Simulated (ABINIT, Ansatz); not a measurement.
# MoF6 (Im-3m): changed settings of a GW run in ABINIT

What do changed inputs do to GW on MoF6 (Im-3m)?

Method: LDA and many-body steps on it, plane waves, in ABINIT 10.8.3.

**1. Starting point**

Symmetry: Im-3m, No. 229, cubic system. Conventional cell: a = 6.335 Å, b = 6.335 Å, c = 6.335 Å, α = 90.00°, β = 90.00°, γ = 90.00°. Nearest to Mo lie 6 F at 1.83 Å. Nearest to F lie 1 Mo at 1.83 Å. Farther neighbours and most contacts between anions are not listed.

The cell and positions are those that the Materials Project relaxed with its own functionals (PBE, PBE+U or r2SCAN), kept fixed.

**2. Screening, 2×2×2 mesh, 112 bands, screening to 114.3 eV**

This step: ABINIT 10.8.3; RPA screening on LDA, plane waves, norm-conserving pseudopotentials.

The RPA dielectric matrix is built and inverted for each q.

File run.abi:

```
acell 3*1.0 Angstrom
rprim 
  -3.167343216100 3.167343216100 3.167343216100
  3.167343216100 -3.167343216100 3.167343216100
  3.167343216100 3.167343216100 -3.167343216100
ntypat 2
znucl 42 9
natom 7
typat 1 2 2 2 2 2 2
xred 
  0.000000000000 0.000000000000 0.000000000000
  0.710671220000 0.710671220000 0.000000000000
  0.289328780000 0.289328780000 0.000000000000
  0.000000000000 0.289328780000 0.289328780000
  0.000000000000 0.710671220000 0.710671220000
  0.710671220000 0.000000000000 0.710671220000
  0.289328780000 0.000000000000 0.289328780000
pp_dirpath "pseudos"
pseudos "Mo.upf, F.upf"
ecut 36
ngkpt 2 2 2
nshiftk 1
shiftk 0 0 0
kptopt 1
chksymbreak 0
istwfk *1
occopt 1
irdwfk 1
optdriver 3
nband 112
ecuteps 4.2
inclvkb 2
awtr 1
symchi 1
indata_prefix "in"
outdata_prefix "out"
tmpdata_prefix "tmp"
```

Run with:

```bash
> OMP_NUM_THREADS=1 mpirun -n 4 abinit run.abi > log
```

Output:

```text
.Version 10.8.3 of ABINIT. v10.8.2 released Aug 2026.

 Symmetries : space group Im -3 m (#229); Bravais cI (body-center cubic)
[... echo of the input left out ...]
== DATASET  1 ==================================================================
-   mpi_nproc: 4, omp_nthreads: 1 (-1 if OMP is not activated)

--- !DatasetInfo
iteration_state: {dtset: 1, }
dimensions: {natom: 7, nkpt: 3, mband: 112, nsppol: 1, nspinor: 1, nspden: 1, mpw: 8992, }
cutoff_energies: {ecut:  36.0, pawecutdg:  -1.0, }
electrons: {nelect:   5.60000000E+01, charge:   0.00000000E+00, occopt:   1.00000000E+00, tsmear:   1.00000000E-02, }

 SCREENING: Calculation of the susceptibility and dielectric matrices

 Based on a program developped by R.W. Godby, V. Olevano, G. Onida, and L. Reining.
 Incorporated in ABINIT by V. Olevano, G.-M. Rignanese, and M. Torrent.
.Using double precision arithmetic ; gwpc =  8

[... cell and pseudopotentials left out ...]
--------------------------------------------------------------------------------

 ==== K-mesh for the wavefunctions ====
 Number of points in the irreducible wedge :     3
[... list of points left out ...]
 Together with 48 symmetry operations and time-reversal symmetry
 yields     8 points in the full Brillouin Zone.

 ==== Q-mesh for the screening function ====
 Number of points in the irreducible wedge :     3
[... list of points left out ...]
 Together with 48 symmetry operations and time-reversal symmetry
 yields     8 points in the full Brillouin Zone.

 setmesh: FFT mesh size selected  =    32x   32x   32
          total number of points  =        32768

 vcoul_init : cutoff-mode = AUXILIARY_FUNCTION
 q-points for optical limit:   1
     1)      0.000010    0.000020    0.000030

- screening: taking advantage of time-reversal symmetry
- Maximum band index for partially occupied states nbvw = 28
- Remaining bands to be divided among processors   nbcw = 84
- Number of bands treated by each node ~21

 Number of electrons calculated from density =   56.0000; Expected =   56.0000
 average of density, n =  0.065290
 r_s =    1.5406
 omega_plasma =   24.6478 [eV]

 calculating chi0 at frequencies [eV] :
  1    0.000000E+00    0.000000E+00
  2    0.000000E+00    2.464783E+01

--------------------------------------------------------------------------------
  q-point number  1        q = ( 0.000000, 0.000000, 0.000000) [r.l.u.]
--------------------------------------------------------------------------------
[... chi0 elements left out ...]
 For q-point:  0.000010 0.000020 0.000030
  dielectric constant =   1.9783
  dielectric constant without local fields =   2.8802

  Average fulfillment of the sum rule on Im[epsilon] for q-point    1 :     40.49  [%]
[... wings left out ...]
  q-point number  2        q = ( 0.500000, 0.000000, 0.000000) [r.l.u.]
--------------------------------------------------------------------------------
[... chi0 elements left out ...]
  Average fulfillment of the sum rule on Im[epsilon] for q-point    2 :     46.22  [%]

 [... 1 further q-points ...]
```

Wall time 34 s (4 MPI ranks of Arm Neoverse N1, shared host); peak memory 1 GiB; 2.3 min of CPU time.

Numbers from this step:

```
ε∞ with local fields, on this mesh, along the program's q direction : 1.978
the same without local fields                                       : 2.880
plasma frequency                                                    : 24.65 eV
plane waves in the screening matrix                                 : 369
```

Local fields lower ε∞ by 31 %. On a Γ-centred mesh this coarse the value itself is usually too large, while a short band sum pulls it down.

**3. Base**

The self-energy is evaluated for the states that the input lists, and the levels follow from it, in one-shot runs by the linearised quasiparticle equation.

This step: G0W0 on LDA, plane waves, norm-conserving pseudopotentials.

run.abi: that of step 2 with these lines changed.

```diff
@@ -28,8 +28,17 @@
 irdwfk 1
-optdriver 3
+optdriver 4
 nband 112
+gwcalctyp 0
+ecutsigx 36
+symsigma 1
+nkptgw 2
+kptgw 
+  0.0000000000 0.0000000000 0.0000000000
+  0.5000000000 0.0000000000 0.0000000000
+bdgw 
+  26 31
+  27 30
 ecuteps 4.2
-inclvkb 2
-awtr 1
-symchi 1
+irdscr 1
+ppmodel 1
 indata_prefix "in"
```

Output:

```text
.Version 10.8.3 of ABINIT. v10.8.2 released Aug 2026.

 Symmetries : space group Im -3 m (#229); Bravais cI (body-center cubic)
[... echo of the input left out ...]
== DATASET  1 ==================================================================
-   mpi_nproc: 4, omp_nthreads: 1 (-1 if OMP is not activated)

--- !DatasetInfo
iteration_state: {dtset: 1, }
dimensions: {natom: 7, nkpt: 3, mband: 112, nsppol: 1, nspinor: 1, nspden: 1, mpw: 8992, }
cutoff_energies: {ecut:  36.0, pawecutdg:  -1.0, }
electrons: {nelect:   5.60000000E+01, charge:   0.00000000E+00, occopt:   1.00000000E+00, tsmear:   1.00000000E-02, }

 SIGMA: Calculation of the GW corrections

 Based on a program developped by R.W. Godby, V. Olevano, G. Onida, and L. Reining.
 Incorporated in ABINIT by V. Olevano, G.-M. Rignanese, and M. Torrent.
.Using double precision arithmetic ; gwpc =  8

[... cell and pseudopotentials left out ...]
--------------------------------------------------------------------------------

 ==== K-mesh for the wavefunctions ====
 Number of points in the irreducible wedge :     3
[... list of points left out ...]
 Together with 48 symmetry operations and time-reversal symmetry
 yields     8 points in the full Brillouin Zone.

 ==== Q-mesh for screening function ====
 Number of points in the irreducible wedge :     3
[... list of points left out ...]
 Together with 48 symmetry operations and time-reversal symmetry
 yields     8 points in the full Brillouin Zone.

 vcoul_init : cutoff-mode = AUXILIARY_FUNCTION
 q-points for optical limit:   1
     1)      0.000010    0.000020    0.000030
 setmesh: FFT mesh size selected  =    45x   45x   45
          total number of points  =        91125

 Number of electrons calculated from density =   56.0000; Expected =   56.0000
 average of density, n =  0.065290
 r_s =    1.5406
 omega_plasma =   24.6478 [eV]

 === KS Band Gaps ===
  >>>> For spin  1
   Minimum direct gap =   4.3739 [eV], located at k-point      :   0.5000  0.0000  0.0000
   Fundamental gap    =   4.2937 [eV], Top of valence bands at :   0.0000  0.0000  0.0000
                                       Bottom of conduction at :   0.5000  0.0000  0.0000
 SIGMA fundamental parameters:
 PLASMON POLE MODEL  1
 number of plane-waves for SigmaX                 8781
 number of plane-waves for SigmaC and W            369
 number of plane-waves for wavefunctions          8781
 number of bands                                   112
 number of independent spin polarizations            1
 number of spinorial components                      1
 number of k-points in IBZ                           3
 number of q-points in IBZ                           3
 number of symmetry operations                      48
 number of k-points in BZ                            8
 number of q-points in BZ                            8
 number of frequencies for dSigma/dE                 9
 frequency step for dSigma/dE [eV]                0.25
 number of omega for Sigma on real axis              0
 max omega for Sigma on real axis  [eV]           0.00
 zcut for avoiding poles [eV]                     0.10

 EPSILON^-1 parameters (SCR file):
 dimension of the eps^-1 matrix on file            369
 dimension of the eps^-1 matrix used               369
 number of plane-waves for wavefunctions          8781
 number of bands                                   112
 number of q-points in IBZ                           3
 number of frequencies                               2
 number of real frequencies                          1
 number of imag frequencies                          1

 matrix elements of self-energy operator (all in [eV])

 Perturbative Calculation

--- !SelfEnergy_ee
iteration_state: {dtset: 1, }
kpoint     : [   0.000,    0.000,    0.000, ]
spin       : 1
KS_gap     :    4.409
QP_gap     :    8.907
Delta_QP_KS:    4.498
data: !SigmaeeData |
     Band     E0 <VxcDFT>   SigX SigC(E0)      Z dSigC/dE  Sig(E)    E-E0       E
       26  -4.388 -22.745 -29.804   5.409   0.775  -0.290 -24.024  -1.279  -5.667
       27  -4.388 -22.745 -29.804   5.409   0.775  -0.290 -24.024  -1.279  -5.667
       28  -4.388 -22.745 -29.804   5.409   0.775  -0.290 -24.024  -1.279  -5.667
       29   0.022 -20.820 -15.337  -1.645   0.838  -0.193 -17.602   3.219   3.240
       30   0.022 -20.820 -15.337  -1.645   0.838  -0.193 -17.602   3.219   3.240
       31   0.022 -20.820 -15.337  -1.645   0.838  -0.193 -17.602   3.219   3.240

--- !SelfEnergy_ee
iteration_state: {dtset: 1, }
kpoint     : [   0.500,    0.000,    0.000, ]
spin       : 1
KS_gap     :    4.374
QP_gap     :    8.857
Delta_QP_KS:    4.483
data: !SigmaeeData |
     Band     E0 <VxcDFT>   SigX SigC(E0)      Z dSigC/dE  Sig(E)    E-E0       E
       27  -4.486 -22.514 -29.573   5.387   0.775  -0.290 -23.810  -1.296  -5.782
       28  -4.468 -22.582 -29.653   5.403   0.775  -0.290 -23.875  -1.292  -5.760
       29  -0.094 -20.416 -14.915  -1.704   0.840  -0.190 -17.225   3.190   3.096
       30  -0.093 -20.407 -14.915  -1.704   0.840  -0.190 -17.224   3.183   3.089

== END DATASET(S) ==============================================================
================================================================================

 -outvars: echo values of variables after computation  --------
           etotal      0.0000000000E+00
            nband         112
             nkpt           3
          spgroup         229
 [... the other variables as echoed above ...]

 Calculation completed.
```

It took 18 s on 4 MPI ranks; peak memory 0.88 GiB.

Numbers from this step:

| Property | Result |
| --- | --- |
| G0W0 gap on the points computed | 8.756 eV |
| starting gap on the mesh | 4.294 eV |
| k of the valence top | 0, 0, 0 |
| k of the conduction bottom | 0.5, 0, 0 |
| Z at the valence top | 0.775 |
| Z at the conduction bottom | 0.84 |
| least direct G0W0 gap on the computed points | 8.849 eV |

The gap on the mesh goes from 4.29 eV to 8.76 eV, a correction of +4.46 eV.

**4. Exchange cutoff**

run.abi: that of step 3 with these lines changed.

```diff
@@ -31,3 +31,3 @@
 gwcalctyp 0
-ecutsigx 36
+ecutsigx 72
 symsigma 1
```

Output:

```text
.Version 10.8.3 of ABINIT. v10.8.2 released Aug 2026.

 Symmetries : space group Im -3 m (#229); Bravais cI (body-center cubic)
[... echo of the input left out ...]
== DATASET  1 ==================================================================
-   mpi_nproc: 4, omp_nthreads: 1 (-1 if OMP is not activated)

--- !DatasetInfo
iteration_state: {dtset: 1, }
dimensions: {natom: 7, nkpt: 3, mband: 112, nsppol: 1, nspinor: 1, nspden: 1, mpw: 8992, }
cutoff_energies: {ecut:  36.0, pawecutdg:  -1.0, }
electrons: {nelect:   5.60000000E+01, charge:   0.00000000E+00, occopt:   1.00000000E+00, tsmear:   1.00000000E-02, }

 SIGMA: Calculation of the GW corrections

 Based on a program developped by R.W. Godby, V. Olevano, G. Onida, and L. Reining.
 Incorporated in ABINIT by V. Olevano, G.-M. Rignanese, and M. Torrent.
.Using double precision arithmetic ; gwpc =  8

[... cell and pseudopotentials left out ...]
--------------------------------------------------------------------------------

 ==== K-mesh for the wavefunctions ====
 Number of points in the irreducible wedge :     3
[... list of points left out ...]
 Together with 48 symmetry operations and time-reversal symmetry
 yields     8 points in the full Brillouin Zone.

 ==== Q-mesh for screening function ====
 Number of points in the irreducible wedge :     3
[... list of points left out ...]
 Together with 48 symmetry operations and time-reversal symmetry
 yields     8 points in the full Brillouin Zone.

 vcoul_init : cutoff-mode = AUXILIARY_FUNCTION
 q-points for optical limit:   1
     1)      0.000010    0.000020    0.000030
 setmesh: FFT mesh size selected  =    60x   60x   60
          total number of points  =       216000

 Number of electrons calculated from density =   56.0000; Expected =   56.0000
[...]
number of omega for Sigma on real axis              0
 max omega for Sigma on real axis  [eV]           0.00
 zcut for avoiding poles [eV]                     0.10

 EPSILON^-1 parameters (SCR file):
 dimension of the eps^-1 matrix on file            369
 dimension of the eps^-1 matrix used               369
 number of plane-waves for wavefunctions          8781
 number of bands                                   112
 number of q-points in IBZ                           3
 number of frequencies                               2
 number of real frequencies                          1
 number of imag frequencies                          1

 matrix elements of self-energy operator (all in [eV])

 Perturbative Calculation

--- !SelfEnergy_ee
iteration_state: {dtset: 1, }
kpoint     : [   0.000,    0.000,    0.000, ]
spin       : 1
KS_gap     :    4.409
QP_gap     :    8.911
Delta_QP_KS:    4.502
data: !SigmaeeData |
     Band     E0 <VxcDFT>   SigX SigC(E0)      Z dSigC/dE  Sig(E)    E-E0       E
       26  -4.388 -22.745 -29.814   5.409   0.775  -0.290 -24.032  -1.287  -5.675
       27  -4.388 -22.745 -29.814   5.409   0.775  -0.290 -24.032  -1.287  -5.675
       28  -4.388 -22.745 -29.814   5.409   0.775  -0.290 -24.032  -1.287  -5.675
[...]
--- !SelfEnergy_ee
iteration_state: {dtset: 1, }
kpoint     : [   0.500,    0.000,    0.000, ]
spin       : 1
KS_gap     :    4.374
QP_gap     :    8.861
Delta_QP_KS:    4.487
data: !SigmaeeData |
     Band     E0 <VxcDFT>   SigX SigC(E0)      Z dSigC/dE  Sig(E)    E-E0       E
[...]
29  -0.094 -20.416 -14.919  -1.704   0.840  -0.190 -17.229   3.187   3.093
       30  -0.093 -20.407 -14.919  -1.704   0.840  -0.190 -17.227   3.179   3.086

== END DATASET(S) ==============================================================
================================================================================

 -outvars: echo values of variables after computation  --------
           etotal      0.0000000000E+00
            nband         112
             nkpt           3
          spgroup         229
 [... the other variables as echoed above ...]

 Calculation completed.
```

Run time: 20 s. Hardware: 4 MPI ranks; peak memory 1.6 GiB.

Numbers from this step:

```
G0W0 gap on the points computed              : 8.761 eV
starting gap on the mesh                     : 4.294 eV
k of the valence top                         : 0, 0, 0
k of the conduction bottom                   : 0.5, 0, 0
Z at the valence top                         : 0.775
Z at the conduction bottom                   : 0.84
least direct G0W0 gap on the computed points : 8.854 eV
```

**5. Unknown plasmon-pole model**

run.abi: that of step 4 with these lines changed.

```diff
@@ -31,3 +31,3 @@
 gwcalctyp 0
-ecutsigx 72
+ecutsigx 36
 symsigma 1
@@ -42,3 +42,3 @@
 irdscr 1
-ppmodel 1
+ppmodel 7
 indata_prefix "in"
```

Output:

```text
.Version 10.8.3 of ABINIT. v10.8.2 released Aug 2026.

 Symmetries : space group Im -3 m (#229); Bravais cI (body-center cubic)
================================================================================
 Values of the parameters that define the memory need of the present run
     intxc =       0    ionmov =       0      iscf =       7    lmnmax =       6
     lnmax =       6     mgfft =      60  mpssoang =       3    mqgrid =    3001
     natom =       7  nloc_mem =       1    nspden =       1   nspinor =       1
    nsppol =       1      nsym =      48    n1xccc =    2501    ntypat =       2
    occopt =       1   xclevel =       1
-    mband =         112        mffmem =           1         mkmem =           1
       mpw =        8992          nfft =      216000          nkpt =           3
================================================================================
  Rough estimation (10% accuracy) of disk space for files :
================================================================================

--------------------------------------------------------------------------------
------------- Echo of variables that govern the present computation ------------
--------------------------------------------------------------------------------
 -outvars: echo values of preprocessed input variables --------
            acell      1.8897261259E+00  1.8897261259E+00  1.8897261259E+00 Bohr

             bdgw          26      31      27      30
      chksymbreak           0
             ecut      3.60000000E+01 Hartree
          ecuteps      4.20000000E+00 Hartree
         ecutsigx      3.60000000E+01 Hartree
          ecutwfn      3.60000000E+01 Hartree
-          fftalg         312
           irdscr           1
           irdwfk           1

[...]
pspatm : epsatm=   15.87300509
         --- l  ekb(1:nproj) -->
[...]
pspatm: atomic psp has been read  and splines computed

- F Generated using ONCVPSP code by D. R. Hamann
-  9.00000   7.00000  201202                  znucl, zion, pspdat
12 -1012 2 -1 824                             pspcod,pspxc,lmax,lloc,mmax
     nproj     2     2     1
  pspatm : epsatm=    4.94580260
         --- l  ekb(1:nproj) -->
             0    6.487052    1.061847
             1   -4.029087   -1.312559
             2   -2.364936
 pspatm: atomic psp has been read  and splines computed

   2.55067796E+03                                ecore*ucvol(ha*bohr**3)
--------------------------------------------------------------------------------

 ==== K-mesh for the wavefunctions ====
 Number of points in the irreducible wedge :     3
 Reduced coordinates and weights :

     1)     0.00000000E+00  0.00000000E+00  0.00000000E+00       0.12500
     2)     5.00000000E-01  0.00000000E+00  0.00000000E+00       0.75000
     3)     5.00000000E-01  5.00000000E-01  5.00000000E-01       0.12500

 Together with 48 symmetry operations and time-reversal symmetry
 yields     8 points in the full Brillouin Zone.

 ==== Q-mesh for screening function ====
 Number of points in the irreducible wedge :     3
 Reduced coordinates and weights :

     1)     0.00000000E+00  0.00000000E+00  0.00000000E+00       0.12500
     2)     5.00000000E-01  0.00000000E+00  0.00000000E+00       0.75000
     3)     5.00000000E-01  5.00000000E-01  5.00000000E-01       0.12500

 Together with 48 symmetry operations and time-reversal symmetry
 yields     8 points in the full Brillouin Zone.

 vcoul_init : cutoff-mode = AUXILIARY_FUNCTION
 q-points for optical limit:   1
     1)      0.000010    0.000020    0.000030
 setmesh: FFT mesh size selected  =    45x   45x   45
          total number of points  =        91125

 Number of electrons calculated from density =   56.0000; Expected =   56.0000
 average of density, n =  0.065290
 r_s =    1.5406
 omega_plasma =   24.6478 [eV]

--- !BUG
message: |
    Wrong ppm%model: 7

--- !BUG
message: |
    Wrong ppm%model: 7

--- from the log ---
Wrong ppm%model: 7
```

Run time: 4.5 s. Hardware: 4 MPI ranks; peak memory 0.35 GiB.

The run stopped with an error after 4.5 s.

The program's words: Wrong ppm%model: 7

The fault put into this input: unknown plasmon-pole model.

**6. Side by side**

Times are wall times on 4 MPI ranks of Arm Neoverse N1, shared host, good to a factor of about two. A run's time includes the screening step that it read.

```csv
run,mesh,bands,screening cutoff (eV),DFT gap (eV),gap on the mesh (eV),direct (eV),ε∞ used,time
base,2×2×2,112,114.3,4.294,8.756,8.849,1.98,52 s
exchange cutoff,2×2×2,112,114.3,4.294,8.761,8.854,1.98,54 s
```

**7. Results**

- base: 8.756 eV
- exchange cutoff: 8.761 eV
- known limits: not at the basis limit; no spin-orbit coupling; coarse k mesh

What this shows: Exchange cutoff: +0.005 eV against base (keys changed: ecutsigx). Bands and cutoff are finite, so the gap is not at the basis limit. The miss can reach some tenths of an eV and take either sign; the mesh is an error of its own. In the first G0W0 run levels were corrected at 2 k points alone, so a gap called «on the mesh» is the least over those, and an edge elsewhere would be missed. The 2×2×2 mesh is coarse for this cell, which bears on the long-range parts of exchange and screening. The many-body steps are scalar-relativistic: spin-orbit coupling is not in them.

[Paths, hosts, dates, memory and timing lines, banners, echoed tables and standing remarks are left out of the program output.]

[Logs are printed without paths, hosts, clocks, repeated set-up lines and the standing remarks that a program may print on its own settings, such as how far it seeks lower states.]

[Runs of the session that timed out or met a known fault of the program may be left out.]

[No measured gap is set beside runs whose start may be inverted or whose files or cutoffs have a known fault.]

[Hosts, paths, dates, database ids (printed as entryN), source tags and the programs' standing remarks are cut or masked in the printed files.]

[G0W0 gaps are taken among the corrected bands and points alone; a level outside them can change the order at an edge.]

[Where Ansatz stands beside ABINIT at settings called matched, ABINIT's density can come from a denser mesh and the files from another edition; pairs whose starting gaps differed by over 0.03 eV were left out, so agreement reads better than it is.]
